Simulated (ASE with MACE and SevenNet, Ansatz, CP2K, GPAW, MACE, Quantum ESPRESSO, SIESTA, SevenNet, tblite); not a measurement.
## Machine-learned potentials on amorphous polyisobutylene (as short chains C10H22) at 400 K (64 atoms): settings against a plane-wave reference

Aim: run amorphous polyisobutylene (as short chains C10H22) at 400 K (64 atoms) in machine-learned potentials and see how near its forces come to a plane-wave reference, and at what cost.

Main program and level: ASE with MACE and SevenNet; the method is named at each step.

## (1) The structure

The cell holds 64 atoms: 20 C and 44 H. Cell: a = 8.318 Å, b = 8.318 Å, c = 8.318 Å, α = 90.0°, β = 90.0°, γ = 90.0°. 2 polyisobutylene chains of 2 units with methyl end groups placed at random, at 0.821 g/cm³; overlaps pushed apart, then 20 ps at 800 K with MMFF94 bonds, angles, torsions, charges and radii (Halgren, J. Comput. Chem. 17, 490 (1996)) in harmonic and 12-6 forms. Snapshot after 30 ps at 400 K and fixed volume. Then every atom was moved at random, 0.03 Å r.m.s. a Cartesian component (hydrogen 0.6 of that).

The yardstick, on the same geometry:

* method: Kohn-Sham DFT, PBE, SSSP efficiency 1.3.0 pseudopotentials, plane waves (Quantum ESPRESSO 7.5); sssp-pbe-1.3.0-efficiency, cutoffs 45/360 Ry, Γ point
* r.m.s. force component: 1.455 eV/Å
* longest force: 6.794 eV/Å
* pressure: 4.324 GPa
* gap (highest filled to lowest empty level): 5.382 eV
* time: 45 s on 1 thread of Arm Neoverse V1, shared host
* CPU time: 45 s

## (2) MACE MPA-0 medium potential

Method: machine-learned interatomic potential MACE MPA-0 medium, trained on PBE(+U) plane-wave data.

Input file run.py:

```python
import numpy as np
from ase.io import read
import mlip  # loads the published weights by name

atoms = read("structure.xyz")
atoms.calc = mlip.calc("mace-mpa-0-medium")
energy = atoms.get_potential_energy()
forces = atoms.get_forces()
print(f"energy {energy:.6f} eV")
print("forces (eV/A)")
for i, (a, f) in enumerate(zip(atoms, forces)):
    print(f"{i:4d} {a.symbol:2s} {f[0]:10.5f} {f[1]:10.5f} {f[2]:10.5f}")
stress = -atoms.get_stress(voigt=False) * 160.21766
print("stress (GPa, compression positive)")
for row in stress:
    print(" ".join(f"{x:10.4f}" for x in row))
```

Input file structure.xyz:

```xyz
64
Lattice="8.31826 0.00000 0.00000 0.00000 8.31826 0.00000 0.00000 0.00000 8.31826" Properties=species:S:1:pos:R:3 pbc="T T T"
C 4.93772 1.38532 0.92383
C 5.12746 1.84000 2.32778
C 4.15955 1.53655 3.35284
C 4.63893 1.85006 4.81428
C 4.06339 0.06638 3.52070
C 2.69686 2.02092 3.00722
C 2.35315 3.52669 3.06187
C 2.00678 3.98012 4.51083
C 0.99536 3.66486 2.30932
C 3.44443 4.50800 2.47061
H 3.92980 1.57215 0.43538
H 5.58405 1.86387 0.16953
H 5.27228 0.40976 0.68884
H 6.15984 1.38299 2.58440
H 5.45728 2.86947 2.37012
H 3.89968 1.53738 5.48889
H 5.57681 1.53231 5.07214
H 4.70714 2.94050 4.90104
H 5.12521 7.99343 3.66087
H 3.57278 7.84129 4.35128
H 3.60122 7.88105 2.59189
H 1.97234 1.37310 3.56155
H 2.38892 1.79516 1.99688
H 1.73361 5.04868 4.46499
H 2.83994 3.86691 5.07447
H 1.14127 3.44775 4.93131
H 0.90544 4.71155 1.99114
H 0.99420 3.20519 1.34531
H 0.16720 3.39352 2.87920
H 4.11429 4.77352 3.16518
H 3.87415 4.02928 1.52923
H 2.95581 5.41061 2.13355
C 1.51767 7.45166 0.18525
C 1.16797 7.53152 7.12184
C 8.13260 8.13168 6.87463
C 8.10016 0.11171 5.41810
C 8.05341 1.16115 7.57536
C 6.96338 7.20237 7.39352
C 6.66392 5.85938 7.07892
C 7.68017 4.65889 7.26725
C 5.46676 5.34124 8.07437
C 6.08439 5.78102 5.67147
H 1.88816 0.04700 0.53986
H 0.71986 7.17516 0.79905
H 2.30607 6.57883 0.38106
H 1.93549 8.15356 6.72698
H 1.28925 6.56427 6.57941
H 7.93562 1.16822 5.24325
H 0.74099 0.09300 4.80870
H 7.28996 8.01539 4.90661
H 7.87265 1.01117 0.34978
H 7.23140 1.71797 7.08450
H 0.55657 1.75449 7.50033
H 7.06137 7.21276 0.18300
H 6.02941 7.77882 7.34519
H 7.92298 4.60765 0.02429
[... 4 atom lines left out ...]
H 5.33774 4.25704 8.03369
H 6.86747 5.95396 4.89189
H 5.35521 6.53674 5.50012
H 5.58396 4.75347 5.33666
```

Run with:

```sh
$ OMP_NUM_THREADS=1 python run.py > output.txt
```

The log of the run:

```text
energy -339.156427 eV
forces (eV/A)
   0 C    -1.39779    1.23507   -2.59716
   1 C     4.37100    0.30122   -0.84767
   2 C    -2.45434   -0.76568    2.72219
   3 C    -1.83771    3.36022   -2.36271
   4 C     0.79569   -4.21644   -1.74165
   5 C     0.32812    0.27170    0.66635
   6 C    -1.18798    0.43610    0.85602
   7 C    -2.02990    0.67320   -2.45813
   8 C     2.14332    1.86700   -1.10977
   9 C    -3.30382   -2.80644   -3.46577
  10 H     0.53026   -0.43134    0.85228
  11 H     0.16478    0.84185    0.52531
  12 H    -0.29216   -1.77108    0.45613
  13 H    -1.12817    0.14712    0.34653
  14 H    -0.30034    0.90021   -0.13311
  15 H    -1.10545   -0.58440    1.28971
  16 H     2.56484   -1.45543    0.38429
  17 H    -0.08483    0.27198    0.20529
  18 H    -0.87248    0.06037   -0.56943
  19 H    -0.48203    1.06990    0.15766
  20 H     0.79913    0.49140    0.93445
  21 H     0.26955    0.71919    0.24255
  22 H     0.70781   -0.73565   -0.79486
  23 H     0.06858   -0.03940    0.14183
[...]
56 H     0.80123    0.53957    0.73336
  57 H    -0.92387    0.92941    0.52516
  58 H    -0.04633    0.34207   -0.84352
  59 H    -2.40695    1.22627   -0.47530
  60 H    -0.29628   -0.05016   -0.70235
  61 H    -0.16016   -0.11011    0.33854
  62 H    -0.93520    0.79840   -0.08382
  63 H     1.02157    1.77658    1.04064
stress (GPa, compression positive)
    6.3066     0.0488     1.0794
    0.0488     6.0586     1.0967
    1.0794     1.0967     5.6294
```

Wall time 10 s (1 thread of Arm Neoverse V1, shared host); peak memory 1.1 GiB.

Banners, paths, timers and routine set-up lines are dropped from the logs unmarked, and long logs keep their key lines alone; longer cuts are marked.

Numbers from this run, and their distance from the reference:

```
r.m.s. force component                  : 1.462 eV/Å
r.m.s. difference of force components   : 80.22 meV/Å
longest difference of force vectors     : 431.2 meV/Å
force difference over r.m.s. force      : 5.514 %
slope of forces against the reference's : 1.003
correlation of force components         : 0.9985
pressure                                : 5.998 GPa
pressure difference                     : 1.675 GPa
```

Length of the force difference by element (eV/Å):

| element | atoms | mean | most |
| --- | --- | --- | --- |
| C | 20 | 0.19 | 0.43 |
| H | 44 | 0.078 | 0.18 |

Local excerpt of 10 atoms (numbers count through the whole input) about H59, picked at random; x, y, z are measured from there.

| atom | x | y | z | distance (Å) | bonds | Fx | Fy | Fz (eV/Å) |
| --- | --- | --- | --- | --- | --- | --- | --- | --- |
| H59 | 0.00 | 0.00 | 0.00 | 0.00 | 1 | -0.05 | 0.34 | -0.84 |
| C41 | -0.30 | -0.11 | -1.09 | 1.14 | 4 | 3.61 | -0.42 | 1.21 |
| H61 | -0.43 | -1.19 | -1.13 | 1.70 | 1 | -0.30 | -0.05 | -0.70 |
| H60 | -1.16 | 0.44 | -1.24 | 1.75 | 1 | -2.41 | 1.23 | -0.48 |
| H54 | 1.29 | 1.76 | -0.66 | 2.29 | 1 | 0.46 | 0.08 | -0.06 |
| C39 | 0.89 | 0.41 | -2.09 | 2.31 | 4 | -2.73 | -6.60 | -0.83 |
| H56 | 2.15 | -0.84 | -0.82 | 2.45 | 1 | 0.66 | -0.08 | -0.48 |
| H31 | -1.89 | -1.42 | 0.68 | 2.46 | 1 | -0.21 | 0.64 | 1.19 |
| C38 | 1.19 | 1.75 | -1.77 | 2.76 | 4 | 1.02 | 3.88 | 2.70 |
| C40 | 1.91 | -0.79 | -1.90 | 2.81 | 4 | -0.02 | 0.57 | -0.79 |

Atoms are counted from 1 here, from 0 in the log.

Forces lie 5.5 % from the reference's, at 0.22 times its CPU time.

## (3) MACE MP-0b2 small potential

Method: machine-learned interatomic potential MACE MP-0b2 small, trained on PBE(+U) plane-wave data.

run.py, as its differences from that of step 2:

```diff
@@ -5,3 +5,3 @@
 atoms = read("structure.xyz")
-atoms.calc = mlip.calc("mace-mpa-0-medium")
+atoms.calc = mlip.calc("mace-mp-0b2-small")
 energy = atoms.get_potential_energy()
```

structure.xyz is that of step 2.

The log of the run:

```text
energy -339.569252 eV
forces (eV/A)
   0 C    -1.35143    1.22820   -2.49389
   1 C     4.06499    0.10700   -0.77523
   2 C    -2.31857   -0.50469    2.41574
   3 C    -1.77527    3.33596   -2.26383
   4 C     0.70174   -4.11853   -1.82072
   5 C     0.44216    0.39882    0.77313
   6 C    -1.04259    0.30381    0.63225
   7 C    -2.06579    0.56722   -2.45004
   8 C     2.25880    1.81541   -1.06015
   9 C    -3.27958   -2.86955   -3.34816
  10 H     0.59493   -0.40838    0.78052
  11 H     0.16013    0.83336    0.52724
  12 H    -0.20744   -1.79199    0.41867
  13 H    -1.15044    0.14791    0.25198
  14 H    -0.29592    0.88066   -0.12444
  15 H    -1.09457   -0.60663    1.32782
  16 H     2.52733   -1.42730    0.46040
  17 H    -0.07282    0.18778    0.20338
  18 H    -0.95295    0.12837   -0.59257
  19 H    -0.45423    1.09389    0.19755
  20 H     0.82985    0.58075    0.95730
  21 H     0.15215    0.67176    0.23493
  22 H     0.61296   -0.72867   -0.85551
  23 H     0.05592   -0.02055    0.10218
[...]
56 H     0.78566    0.48050    0.79093
  57 H    -0.87656    0.81477    0.55784
  58 H    -0.08429    0.34802   -0.91613
  59 H    -2.47022    1.20709   -0.41884
  60 H    -0.34126   -0.05028   -0.64378
  61 H    -0.26198   -0.09900    0.41065
  62 H    -0.91251    0.83685   -0.04865
  63 H     0.95527    1.70073    1.01162
stress (GPa, compression positive)
    4.6831     0.0999     0.9984
    0.0999     4.0689     1.1022
    0.9984     1.1022     4.1810
```

Wall time 7.2 s (1 thread); peak memory 0.67 GiB.

Compared with the plane-wave run:

| Item | Value |
| --- | --- |
| r.m.s. force component | 1.414 eV/Å |
| r.m.s. difference of force components | 104.2 meV/Å |
| longest difference of force vectors | 699.9 meV/Å |
| force difference over r.m.s. force | 7.164 % |
| slope of forces against the reference's | 0.9697 |
| correlation of force components | 0.9978 |
| pressure | 4.311 GPa |
| pressure difference | -0.0127 GPa |

Against the first run (5.5 %), the force difference from the reference is 7.2 %, at 0.71 times the CPU time.

The difference per atom is largest on C (0.23 eV/Å on average, against 0.083 on H).

## (4) SevenNet 0 potential

Method: machine-learned interatomic potential SevenNet 0, trained on PBE(+U) plane-wave data.

run.py, as its differences from that of step 3:

```diff
@@ -5,3 +5,3 @@
 atoms = read("structure.xyz")
-atoms.calc = mlip.calc("mace-mp-0b2-small")
+atoms.calc = mlip.calc("7net-0")
 energy = atoms.get_potential_energy()
```

structure.xyz is that of step 3.

The log of the run:

```text
energy -339.381531 eV
forces (eV/A)
   0 C    -1.45244    1.25645   -2.32549
   1 C     4.38010    0.21681   -1.04589
   2 C    -2.75091   -0.71225    2.79531
   3 C    -1.75628    3.26711   -2.48215
   4 C     0.84030   -4.05070   -1.68570
   5 C     0.44938    0.23511    0.43295
   6 C    -0.93180    0.16060    0.81807
   7 C    -2.07285    0.72186   -2.26000
   8 C     2.31352    1.93232   -1.18781
   9 C    -3.28345   -2.76392   -3.36691
  10 H     0.53509   -0.41372    0.75889
  11 H     0.20472    0.95861    0.56824
  12 H    -0.23845   -1.81097    0.50663
  13 H    -1.25935    0.08597    0.30085
  14 H    -0.24894    0.94348   -0.19746
  15 H    -1.13235   -0.64972    1.22885
  16 H     2.54934   -1.47508    0.44195
  17 H    -0.04980    0.30270    0.20032
  18 H    -0.92998    0.15318   -0.58119
  19 H    -0.47484    1.01788    0.17794
  20 H     0.79203    0.64483    0.99466
  21 H     0.30322    0.78077    0.39113
  22 H     0.66942   -0.69743   -0.89850
  23 H     0.02211   -0.03095    0.12212
[...]
56 H     0.75190    0.56812    0.67428
  57 H    -0.83972    0.82692    0.61448
  58 H    -0.11592    0.34307   -0.89384
  59 H    -2.33197    1.17692   -0.50746
  60 H    -0.30272   -0.05813   -0.69951
  61 H    -0.18932   -0.13657    0.41610
  62 H    -0.92244    0.85571   -0.01791
  63 H     0.97811    1.76370    1.09751
stress (GPa, compression positive)
    4.4156     0.0335     0.9799
    0.0335     4.1540     1.0442
    0.9799     1.0442     3.9587
```

The job ended after 9.1 s (1 thread; peak memory 0.99 GiB).

Against the reference:

```yaml
r_m_s_force_component: 1.436 eV/Å
r_m_s_difference_of_force_components: 111.8 meV/Å
longest_difference_of_force_vectors: 483.7 meV/Å
force_difference_over_r_m_s_force: 7.682 %
slope_of_forces_against_the_reference_s: 0.9841
correlation_of_force_components: 0.9971
pressure: 4.176 GPa
pressure_difference: -0.1476 GPa
```

Against the first run (5.5 %), the force difference from the reference is 7.7 %, at 0.90 times the CPU time.

## (5) All runs compared

Differences are against the plane-wave reference, forces as r.m.s. over components; share is that over the reference's r.m.s. force, slope the least-squares factor from reference forces to these. Total energies of different programs have different zeros and aren't compared.

| run | Δ force, r.m.s. (meV/Å) | share (%) | slope | Δ pressure (GPa) | cores | CPU time | memory (GiB) |
| --- | --- | --- | --- | --- | --- | --- | --- |
| reference | - | - | - | - | 1 | 45 s | 0.63 |
| MACE MPA-0 medium potential | 80.2 | 5.51 | 1.003 | 1.67 | 1 | 10 s | 1.1 |
| MACE MP-0b2 small potential | 104 | 7.16 | 0.970 | -0.0127 | 1 | 7.2 s | 0.67 |
| SevenNet 0 potential | 112 | 7.68 | 0.984 | -0.148 | 1 | 9.1 s | 0.99 |

Times of the machine-learned potentials are mostly Python's start and the loading of weights.

CPU time is summed over cores on a shared host, where runs went side by side, so it is rough. Symmetry, cutoffs, thresholds, outputs and thread counts weren't matched or tuned between programs; memory under MPI is the largest rank's times the ranks.

## (6) Summary of results

* nearest in forces: MACE MPA-0 medium potential, 5.5 %
* its CPU time: 10 s

In words: Machine-learned potentials differ by 5.5 % (MACE MPA-0 medium potential) to 7.7 % (SevenNet 0 potential); they were trained on other programs' data. The reference's pressure holds the uncorrected Pulay stress of its 45 Ry basis, so small pressure differences, and their order, may be the reference's own error. Machine-learned potentials mimic data converged in k, so the reference's own k-point error enters their differences. The network of contacts between molecules at the start is that of the classical potential that made the cell, and needn't be the one that DFT or experiment would give. The reference's PBE has no dispersion term, which matters for the binding between molecules or layers. The electronic-structure runs sample only Γ, in a cell whose shortest periodic width is 8 Å.

[Also dropped from logs without a mark: logging warnings of Python, and SIESTA's first energy breakdown and zero terms.]

[Logs are printed without paths, hosts, clocks, repeated set-up lines and the standing remarks that a program may print on its own settings, such as how far it seeks lower states.]

[Hosts, paths, dates, database ids (printed as entryN), source tags and the programs' standing remarks are cut or masked in the printed files.]

[The MMFF94 radii named for the starting cell were scaled by 0.96; in molecules described by MMFF94, hydrogen bound to N, O or S took a small fixed 12-6 site in their place.]
